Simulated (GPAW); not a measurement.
# A GW chain in GPAW: SrLi2SnS4 (I-42m)

How does a plane-wave GW calculation on SrLi2SnS4 (I-42m) run from the first input to the gap?

Calculated with GPAW 26.7.0; PBE and many-body steps on it, plane waves.

## 1. The starting structure

It takes space group I-42m (No. 121, tetragonal). The conventional cell has a = 6.659 Å, b = 6.659 Å, c = 7.918 Å, α = 90.00°, β = 90.00°, γ = 90.00°. Nearest to Li lie 4 S at 2.47 Å. Nearest to Sr lie 8 S at 3.08 to 3.25 Å. Nearest to Sn lie 4 S at 2.37 Å. S has 1 Sn at 2.37 Å and 2 Li at 2.47 Å and 2 Sr at 3.08 to 3.25 Å nearest. Farther neighbours and most contacts between anions are not listed.

The cell and positions come from the Crystallography Open Database and are kept as given unless a step says otherwise.

## 2. Ground state

This step: GPAW 26.7.0; DFT, PBE, plane waves, PAW.

The ground-state density comes first.

run.py reads:

```python
import json
import numpy as np
from gpaw.mpi import world
from ase import Atoms
from gpaw import GPAW, PW, FermiDirac

atoms = Atoms(['Li', 'Li', 'Sr', 'Sn', 'S', 'S', 'S', 'S'],
    cell=[[-3.3295000000, 3.3295000000, 3.9590000000],
      [3.3295000000, -3.3295000000, 3.9590000000],
      [3.3295000000, 3.3295000000, -3.9590000000]],
    scaled_positions=[[0.2500000000, 0.7500000000, 0.5000000000],
      [0.7500000000, 0.2500000000, 0.5000000000],
      [0.5000000000, 0.5000000000, 0.0000000000],
      [0.0000000000, 0.0000000000, 0.0000000000],
      [0.0352600000, 0.0352600000, 0.4132000000],
      [0.9647400000, 0.3779400000, 0.0000000000],
      [0.6220600000, 0.6220600000, 0.5868000000],
      [0.3779400000, 0.9647400000, 0.0000000000]],
    pbc=(True, True, True))
calc = GPAW(mode=PW(600),
    xc='PBE',
    kpts={'size': (6, 6, 6), 'gamma': True},
    occupations=FermiDirac(0.001),
    nbands=-10,
    convergence={'density': 1e-6, 'bands': -3},
    maxiter=100,
    txt='gs.txt')
atoms.calc = calc
res = {'energy': atoms.get_potential_energy()}
kpts = calc.get_ibz_k_points()
res['kpts'] = kpts
res['eigenvalues'] = [calc.get_eigenvalues(kpt=k) for k in range(len(kpts))]
res['n_electrons'] = calc.get_number_of_electrons()
calc.write('gs.gpw')

if world.rank == 0:
    with open('result.json', 'w') as f:
        json.dump(res, f, default=lambda x: x.tolist())
```

On the command line:

```console
$ mpirun -n 4 gpaw python run.py
```

Numbers of over 12 decimals in the logs are rounded to 6 here.

Output:

```text
__  _  _
 | _ |_)|_||  |
 |__||  | ||/\| - 26.7.0

Input parameters:
  mode=PW(ecut=600.0),
  convergence={'density': 1e-06, 'bands': -3},
  kpts=MonkhorstPack(size=(6, 6, 6), gamma=True),
  maxiter=100,
  nbands=-10,
  occupations=Occupations(name='fermi-dirac', width=0.001, fixmagmom=False),
  xc=XC(name='PBE')
  [... matrices ...]
Diagonalizing LCAO Hamiltonian
Converting LCAO to pw mode

          S

                 S
             Sr Li S

                      Li

             Sn
                  S

Atoms  # Å, Bohr magnetons
|   | symbol |         x |         y |         z |    initial magnetic moments |
| 0 |     Li |  3.329500 |  0.000000 |  1.979500 | ( 0.0000,  0.0000,  0.0000) |
| 1 |     Li | -0.000000 |  3.329500 |  1.979500 | ( 0.0000,  0.0000,  0.0000) |
| 2 |     Sr |  0.000000 |  0.000000 |  3.959000 | ( 0.0000,  0.0000,  0.0000) |
| 3 |     Sn |  0.000000 |  0.000000 |  0.000000 | ( 0.0000,  0.0000,  0.0000) |
| 4 |      S |  1.375749 |  1.375749 | -1.356670 | ( 0.0000,  0.0000,  0.0000) |
| 5 |      S | -1.953751 |  1.953751 |  5.315670 | ( 0.0000,  0.0000,  0.0000) |
| 6 |      S |  1.953751 |  1.953751 |  2.602330 | ( 0.0000,  0.0000,  0.0000) |
| 7 |      S |  1.953751 | -1.953751 |  5.315670 | ( 0.0000,  0.0000,  0.0000) |

Unit cell  # Å
| periodic |         x |         y |         z |  lengths |     angles |
|      yes | -3.329500 |  3.329500 |  3.959000 | 6.151814 | 114.466212 |
|      yes |  3.329500 | -3.329500 |  3.959000 | 6.151814 | 114.466212 |
|      yes |  3.329500 |  3.329500 | -3.959000 | 6.151814 |  99.885913 |

Number of symmetries: 8
Symmetry operations  # r_c * U_cc + t_c -> r_c
|   | kind |            matrix            |
| 0 |  E   |  1, 0, 0,  0, 1, 0,  0, 0, 1 |
| 1 |  σ   |  1, 0, 0,  0, 1, 0, -1,-1,-1 |
| 2 |  σ   |  0, 1, 0,  1, 0, 0,  0, 0, 1 |
| 3 |  C2  |  0, 1, 0,  1, 0, 0, -1,-1,-1 |
| 4 |  C2  |  0, 0, 1, -1,-1,-1,  1, 0, 0 |
| 5 |  S4  |  0, 0, 1, -1,-1,-1,  0, 1, 0 |
| 6 |  S4  | -1,-1,-1,  0, 0, 1,  1, 0, 0 |
| 7 |  C2  | -1,-1,-1,  0, 0, 1,  0, 1, 0 |

BZ-sampling:
  Number of BZ points: 216
  Number of IBZ points: 30

  Monkhorst-Pack size: [6, 6, 6]
  Monkhorst-Pack shift: [0.083333, 0.083333, 0.083333]

K-points  # in reciprocal-cell coordinates
|     |                                coordinates |     weight |
|   0 | (  0.00000000,   0.00000000,   0.00000000) | 0.00462963 |
|   1 | (  0.16666667,  -0.16666667,   0.00000000) | 0.01851852 |
|   2 | (  0.16666667,  -0.16666667,   0.16666667) | 0.01851852 |
|   3 | (  0.16666667,   0.00000000,   0.00000000) | 0.03703704 |
|   4 | (  0.16666667,   0.16666667,  -0.16666667) | 0.00925926 |
|   5 | (  0.33333333,  -0.33333333,   0.00000000) | 0.01851852 |
|   6 | (  0.33333333,  -0.33333333,   0.16666667) | 0.03703704 |
|   7 | (  0.33333333,  -0.33333333,   0.33333333) | 0.01851852 |
|   8 | (  0.33333333,  -0.16666667,   0.00000000) | 0.07407407 |
|   9 | (  0.33333333,  -0.16666667,   0.16666667) | 0.03703704 |
| ... |                                            |            |
|  29 | (  0.50000000,   0.50000000,   0.50000000) | 0.00462963 |

Plane wave coefficients: 5923
Cutoff: 600.0 eV

Spin-components: 1 (collinear spins)
Bands:           35
Projectors:      37
Spin-degeneracy: 2
Datatype:        complex128

  Storage: CPU
  Wave functions: 99_506_400 bytes (24_876_600 per core)
  Projectors: 102_349_440 bytes (25_587_360 per core)
  [... matrices ...]
Parallelization:
  kpt:    4
  domain: 1
  band:   1

Density:
  Valence electrons: 50.0
  Components: 1
  Grid points: [35 35 35]
  Charge: 0.0  # |e|

Potential:
  Grid points: [35 35 35]

species:
  Li:
    name:    Lithium
    Z:       3.0
    valence: 1
    core:    2
    charge:  0.0  # [|e|]
    compensation charges:
      type: gauss
      rc: 0.33  # [Å]
      lmax: 2
    cutoffs:
      filter: 1.91  # [Å]
      core: 2.55  # [Å]
    projectors
    | kind |    occ | energy [eV] | rcut [Å] |
    |   2s |  1.000 |      -2.874 |    1.058 |
    |   2p |  0.000 |      -1.090 |    1.058 |
    |    s |        |      24.337 |    1.058 |

    Using partial waves for Li as LCAO basis

  Sr:
    name:    Strontium
    Z:       38.0
    valence: 10
    core:    28
    charge:  0.0  # [|e|]
    compensation charges:
      type: gauss
      rc: 0.40  # [Å]
      lmax: 2
    cutoffs:
      filter: 2.39  # [Å]
      core: 1.85  # [Å]
    projectors
    | kind |    occ | energy [eV] | rcut [Å] |
    |   4s |  2.000 |     -40.883 |    1.291 |
    |   5s |  2.000 |      -3.525 |    1.291 |
    |   4p |  6.000 |     -22.826 |    1.291 |
    |    p |        |       4.386 |    1.291 |
    |    d |        |       0.000 |    1.254 |

    Using partial waves for Sr as LCAO basis

  Sn:
    name:    Tin
    Z:       50.0
    valence: 14
    core:    36
    charge:  0.0  # [|e|]
    compensation charges:
      type: gauss
      rc: 0.38  # [Å]
      lmax: 2
    cutoffs:
      filter: 2.23  # [Å]
      core: 2.35  # [Å]
    projectors
    | kind |    occ | energy [eV] | rcut [Å] |
    |   5s |  2.000 |     -10.538 |    1.201 |
    |   5p |  2.000 |      -3.696 |    1.270 |
    |   4d | 10.000 |     -25.845 |    1.185 |
    |    s |        |      16.674 |    1.201 |
    |    p |        |      23.515 |    1.270 |
    |    d |        |       1.367 |    1.185 |

    Using partial waves for Sn as LCAO basis

  S:
    name:    Sulfur
    Z:       16.0
    valence: 6
    core:    10
    charge:  0.0  # [|e|]
    compensation charges:
      type: gauss
      rc: 0.24  # [Å]
      lmax: 2
    cutoffs:
      filter: 1.77  # [Å]
      core: 1.66  # [Å]
    projectors
    | kind |    occ | energy [eV] | rcut [Å] |
    |   3s |  2.000 |     -17.254 |    0.974 |
    |   3p |  4.000 |      -7.008 |    0.979 |
    |    s |        |       9.957 |    0.974 |
    |    p |        |      20.203 |    0.979 |
    |    d |        |       0.000 |    0.900 |

    Using partial waves for S as LCAO basis

Reference energy: -298343.518546  # eV

eigensolver:
  PPCG
  Converge bands: -3
  niter=2

density mixing:
  MSR1-Mixer
  Pratt-step length: 0.05
  Maximum mixing coefficient: 0.75
  Old densities: 10
  SVD Regularization: 0.005
  Good broyden scale: 1.0
  Trust region scale: 1.0
  Backstep threshold: 4.0
  History deletion threshold: 6.0
  Fourier metric: weight=20.0, sigma=0.015

occupation numbers:
  Fermi-Dirac:
    width: 0.0010  # eV

poisson solver:
  ecut: 4800.0  # eV

xc functional:
  name: PBE with 2 nearest neighbor stencil

Initialization done in: 2.051 s

convergence criteria:
- Maximum integral of absolute [dens]ity change: 1e-06 electrons / valence electron
- Maximum [total energy] change in last 3 cyles: 0.0005 eV / valence electron
- Maximum integral of absolute [eigenst]ate change: 4e-08 eV^2 / valence electron
maximum number of iterations: 100

SCF iterations
|iter     |     time |      energy | eigst |  dens |
|iter:   1|  |  -37.106349 | +0.84 |       |
|iter:   2|  |  -36.835520 | -0.29 | -1.04 |
|iter:   3|  |  -35.783199 | -0.72 | -1.08 |
|iter:   4|  |  -35.789185 | -1.41 | -1.58 |
|iter:   5|  |  -35.796301c| -1.94 | -2.04 |
|iter:   6|  |  -35.796693c| -2.31 | -2.81 |
|iter:   7|  |  -35.796730c| -2.91 | -3.38 |
|iter:   8|  |  -35.796737c| -3.45 | -3.78 |
|iter:   9|  |  -35.796737c| -3.71 | -4.60 |
|iter:  10|  |  -35.796737c| -4.06 | -5.16 |
|iter:  11|  |  -35.796737c| -4.32 | -5.69 |
|iter:  12|  |  -35.796737c| -4.72 | -6.34c|
|iter:  13|  |  -35.796737c| -5.01 | -6.98c|
|iter:  14|  |  -35.796737c| -5.16 | -7.64c|
|iter:  15|  |  -35.796737c| -5.40 | -8.20c|
|iter:  16|  |  -35.796737c| -5.61 | -8.77c|
|iter:  17|  |  -35.796737c| -5.87 | -9.23c|
|iter:  18|  |  -35.796737c| -6.02 | -9.92c|
|iter:  19|  |  -35.796737c| -6.06 |-10.46c|
|iter:  20|  |  -35.796737c| -6.36 |-10.77c|
|iter:  21|  |  -35.796737c| -6.66 |-11.03c|
|iter:  22|  |  -35.796737c| -6.76 |-11.44c|
|iter:  23|  |  -35.796737c| -6.75 |-11.92c|
|iter:  24|  |  -35.796737c| -7.16 |-12.15c|
|iter:  25|  |  -35.796737c| -7.27 |-12.37c|
|iter:  26|  |  -35.796737c| -7.29 |-12.77c|
|iter:  27|  |  -35.796737c| -7.40 |-13.01c|
|iter:  28|  |  -35.796737c| -7.42c|-13.26c|

Converged in 28 steps
SCF loop duration: 71.381 s (2.549 s/step)
Energy contributions relative to reference atoms: (reference = -298343.518546)
  [... matrices ...]
Energy contributions:
  Kinetic:          49.976790
  Coulomb:         -46.517031
  Zero:              0.049740
  External:          0.000000
  Xc:              -39.306237
  Entropy:          -0.000000
  Spinorbit:         0.000000
  ----------------------------
  Free energy:     -35.796737
  Extrapolated:    -35.796737

dipole moment: (-45.533126, -45.533126, 27.717219)  # |e|*Ang

Fermi level: 4.376
Eigenvalues  # (at kpt = [0.000, 0.000, 0.000])
| band index |      eig [eV] | occ [0-2] |
|          0 |       -30.493 |     2.000 |
|        ... |               |           |
|         17 |         1.462 |     2.000 |
|         18 |         1.838 |     2.000 |
|         19 |         1.838 |     2.000 |
|         20 |         2.569 |     2.000 |
|         21 |         2.582 |     2.000 |
|         22 |         3.092 |     2.000 |
|         23 |         3.175 |     2.000 |
|         24 |         3.175 |     2.000 |
|         25 |         6.245 |     0.000 |
[...]
|         29 |         8.954 |     0.000 |
|         30 |         9.628 |     0.000 |
|         31 |         9.628 |     0.000 |
|         32 |         9.638 |     0.000 |
|        ... |               |           |
|         34 |        10.253 |     0.000 |

Gap: 2.682 eV
Transition (v -> c):
  (s=0, k=29, n=24, [0.50, 0.50, 0.50]) -> (s=0, k=29, n=25, [0.50, 0.50, 0.50])
No difference between direct/indirect transitions
# Writing to gs.gpw (mode='')
  [... matrices ...]
```

Elapsed: 75 s, on 4 MPI ranks of Arm Neoverse V2, shared host; peak memory 1.1 GiB; 5 min of CPU time.

Numbers from this step:

```
total energy               : -35.80 eV
gap                        : 2.682 eV
k of the valence top       : 0.5, 0.5, 0.5
k of the conduction bottom : 0.5, 0.5, 0.5
least direct gap           : 2.682 eV
```

The gap is direct, at (0.500, 0.500, 0.500).

## 3. Empty states on the mesh, 2×2×2 mesh, 408 bands

The sums over transitions need many empty states on a uniform mesh; this step solves for them.

run.py reads:

```python
import json
import numpy as np
from gpaw.mpi import world
from gpaw import GPAW

calc = GPAW('gs.gpw').fixed_density(kpts={'size': (2, 2, 2), 'gamma': True},
    nbands=476,
    convergence={'bands': 408},
    txt='nscf.txt')
calc.write('full.gpw', mode='all')
res = {}
kpts = calc.get_ibz_k_points()
res['kpts'] = kpts
res['eigenvalues'] = [calc.get_eigenvalues(kpt=k) for k in range(len(kpts))]
res['n_electrons'] = calc.get_number_of_electrons()

if world.rank == 0:
    with open('result.json', 'w') as f:
        json.dump(res, f, default=lambda x: x.tolist())
```

On the command line:

```console
$ mpirun -n 4 gpaw python run.py
```

Output:

```text
Diagonalizing LCAO Hamiltonian
Converting LCAO to pw mode
convergence criteria:
- Maximum integral of absolute [eigenst]ate change: 4e-08 eV^2 / valence electron
maximum number of iterations: 100

SCF iterations
|iter     |     time |      energy | eigst |  dens |
|iter:   1|  |             | +4.59 |       |
|iter:   2|  |             | +3.42 |       |
|iter:   3|  |             | +2.35 |       |
[...]
|iter:  16|  |             | -7.16 |       |
|iter:  17|  |             | -7.35 |       |
|iter:  18|  |             | -7.67c|       |
SCF steps: 18
  __  _  _
 | _ |_)|_||  |
 |__||  | ||/\| - 26.7.0

Input parameters:
  mode=PW(ecut=600.0),
  convergence={'bands': 408},
  gpts=array([35, 35, 35]),
  kpts=MonkhorstPack(size=(2, 2, 2), gamma=True),
  maxiter=100,
  nbands=476,
  occupations=Occupations(name='fermi-dirac', width=0.001, fixmagmom=False),
  parallel={},
  xc=XC(name='PBE')
# Writing to full.gpw (mode='all')
  [... matrices ...]

timing:  # [seconds]
  Total: 0.096  # ━━━━━━━━━━━━━━━━━━━━━━━━━━━━━━━━━━━━━━━━━━━━━━━━━━━━━━━━━━━
```

The job ended after 2.9 min (4 MPI ranks; peak memory 1.7 GiB; 11 min of CPU time).

Numbers from this step:

```yaml
gap: 2.682 eV
k_of_the_valence_top: 0.5, 0.5, 0.5
k_of_the_conduction_bottom: 0.5, 0.5, 0.5
least_direct_gap: 2.682 eV
k_points_computed: 4
lowest_point_of_the_top_converged_band_above_the_valence_top: 88.0679 eV
```

On this mesh the gap is 2.682 eV.

(Part 1 of 2 ends here.)

[Paths, hosts, dates, memory and timing lines, banners, echoed tables and standing remarks are left out of the program output.]

[Logs are printed without paths, hosts, clocks, repeated set-up lines and the standing remarks that a program may print on its own settings, such as how far it seeks lower states.]

[Runs of the session that timed out or met a known fault of the program may be left out.]

[Hosts, paths, dates, database ids (printed as entryN), source tags and the programs' standing remarks are cut or masked in the printed files.]
